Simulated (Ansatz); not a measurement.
# twin(10-11) boundary in hcp Co: structure and resistance, part 3 of 3

Wanted: what the twin(10-11) boundary in hcp Co costs an interconnect.

Ansatz 0.2.0; Ansatz plane-wave DFT, PBE, PAW files, collinear spin; relaxation of a bicrystal slab with its lowest layers held; PAW set soft_1 (the session's first sound run).

So far. Step 2 (Relaxing the bicrystal): The largest force component on a free atom ends at 0.0032 eV/Å, under the tolerance of 0.03, after 6 steps.

### 3. Transmission across the boundary (continued)

Level of this step: Ansatz plane-wave DFT, PBE, PAW files, collinear spin; ballistic transport by layer matching (Landauer), zero bias; boundary relaxed in a short slab, bulk layers laid on; PAW set soft_1 (Ansatz).

Slowest decay crystal 1 over k1 and k2. At 0.0000 eV from the Fermi level, spin up.

Ten even steps from '_' (0.000) to '@' (0.280):
```
%%##**++==========++**##%%%%**++++++##@@##++++++**%%
____________________________________________________
____________________________________________________
____________________________________________________
____________________________________________________
____________________________________________________
____________________________________________________
____________________________________________________
____________________________________________________
____________________________________________________
____________________________________________________
____________________________________________________
____________________________________________________
____________________________________________________
____________________________________________________
____________________________________________________
____________________________________________________
____________________________________________________
____________________________________________________
____________________________________________________
____________________________________________________
____________________________________________________
____________________________________________________
____________________________________________________
%%%%**++++++##@@##++++++**%%%%##**++==========++**##
@@%%##****************##%%@@%%##****************##%%
```
Columns: k1 (b1) from -0.5 to 0.462; rows upwards: k2 (b2) from -0.5 to 0.462.

Spin density in the ca plane at fractional y = 0.648, with atoms of Co within 0.2 Å of it.

Ten even steps from '0' (0.0 e/Å³) to '9' (3.7 e/Å³), each cell a mean:
```
00000001000000000000000000000000231000000000
00000011000000000000000000000000010000000000
00000000000000000000000000000000000000000000
00000000000000000000000000011000000000000000
02200000000100000000000000001000000000000000
02200000001520000000000000000000000000000000
00000000002530000000000000000000000000000000
00000000000100000110000000000000000000000000
00000000000000002950000000010000000000000000
00000000000000003950000000462000000000000000
23100000000000000210000000693000000000000000
57100000000000000000000000121000000000000000
22000000000000000000000000000000121000000000
```
Columns run along c (16.0 Å, from fractional 0.68 to 1.00 of the cell), rows up along a (4.8 Å). Atoms in or near the plane, at fractional coordinates: Co at (0.81, 0.28), Co at (0.88, 0.19).

Valence density in the ca plane at fractional y = 0.648, with atoms of Co within 0.2 Å of it. It is the smooth field of the valence electrons, not physical close to the nuclei.

Ten steps, logarithmic in the rise over the least value, from '0' (0 e/Å³) to '9' (30 e/Å³), each cell a mean:
```
33211245311111111111222211111113675200000000
11111356421111123321122111122112453100000000
12211244311111134421111111244311221000000000
24431122111211123321111111356411110000000000
47742111123542112211111111355311110000000000
47741111136873111111112211122211110000000000
23321111136873111221111111111111110000000000
11111111124542124652111111121111111000000000
11111111111221137984111112453111111000000000
34211111111111137984111114896211111000000000
77521111111111124652111114997311111000000000
89621111111111112221111113675211332100000000
67421122111121111111122111222113575200000000
```
Columns run along c (16.0 Å, from fractional 0.68 to 1.00 of the cell), rows up along a (4.8 Å). Atoms in or near the plane, at fractional coordinates: Co at (0.81, 0.28), Co at (0.88, 0.19).

Electrostatic potential energy in the ca plane at fractional y = 0.648, with atoms of Co within 0.2 Å of it. With pseudopotentials it is smooth inside the atoms' cores, unlike the true potential.

Ten even steps from '0' (-31 eV) to '9' (20 eV), each cell a mean:
```
55788621478878887888755799888985001689999999
88898510379988864478866899877887324799999999
87788732589999852368888898633588778999999999
52258877888788864479988898410379999999999999
30027999874237887789988888521489999999999999
30037999850004898899987788865788899999999999
63368999850004888778988889988898889999999999
88889889873126873116898898878998889999999999
88899888987678850002899986224799899999999999
43689889999999850002899983000589999999999999
00279999999989873115899982000589888999999999
00168988999878987678888984102687535899999999
00278866788777898899877888657885101699999999
```
Columns run along c (16.0 Å, from fractional 0.68 to 1.00 of the cell; values clipped at the 3rd and 97th percentile), rows up along a (4.8 Å). Atoms in or near the plane, at fractional coordinates: Co at (0.81, 0.28), Co at (0.88, 0.19).

Nearest the Fermi level spin up passes 1.28 of 1.36 channels of the lower lead and spin down 1.39 of 2.15.

### 4. Specific resistance

This step: Ansatz plane-wave DFT, PBE, PAW files, collinear spin; ballistic transport by layer matching (Landauer), zero bias; specific resistance of the boundary; PAW set soft_1 (Ansatz 0.2.0).

This step gave:

| Property | Result |
| --- | --- |
| area resistance | 0.1267 fΩ m² |
| T over the leads' mean channel count | 0.7609 |
| spin asymmetry γ | 0.6654 (R down - R up) / (R down + R up) |

Averaged over the energies near the Fermi level, 76.1 % of the channels pass, which makes 0.127 fΩ m².

By hand, with means over the energies near the Fermi level: RA per spin = A (h/e²)(1/T − ½[1/N₁ + 1/N₂]); spin up: 11.60×10⁻²⁰ m² × 25 813 Ω × (1/1.283 − ½[1/1.372 + 1/1.373]) = 0.152 fΩ m²; spin down: 11.60×10⁻²⁰ m² × 25 813 Ω × (1/1.387 − ½[1/2.136 + 1/2.136]) = 0.758 fΩ m². The spins conduct in parallel, so 1/RA = 1/0.152 + 1/0.758 and RA = 0.127 fΩ m²; γ = (0.758 − 0.152)/(0.758 + 0.152) = 0.67.

### 5. Summary of results

```yaml
specific_resistance_of_the_boundary: 0.127 fΩ m²
share_of_channels_that_pass: 0.761
```

**Reading.** The boundary has a specific resistance of 0.13 fΩ m². The boundary reflects 24 % of the channels; 0.13 fΩ m² is 1.3×10⁻¹² Ω·cm². One starting structure was relaxed; another shift or atom count at the boundary may lie lower. One magnetic start was tried, and the two spins conduct in parallel without mixing.

[Logs are printed without paths, hosts, clocks, repeated set-up lines and the standing remarks that a program may print on its own settings, such as how far it seeks lower states.]

[Hosts, paths, dates, database ids (printed as entryN), source tags and the programs' standing remarks are cut or masked in the printed files.]
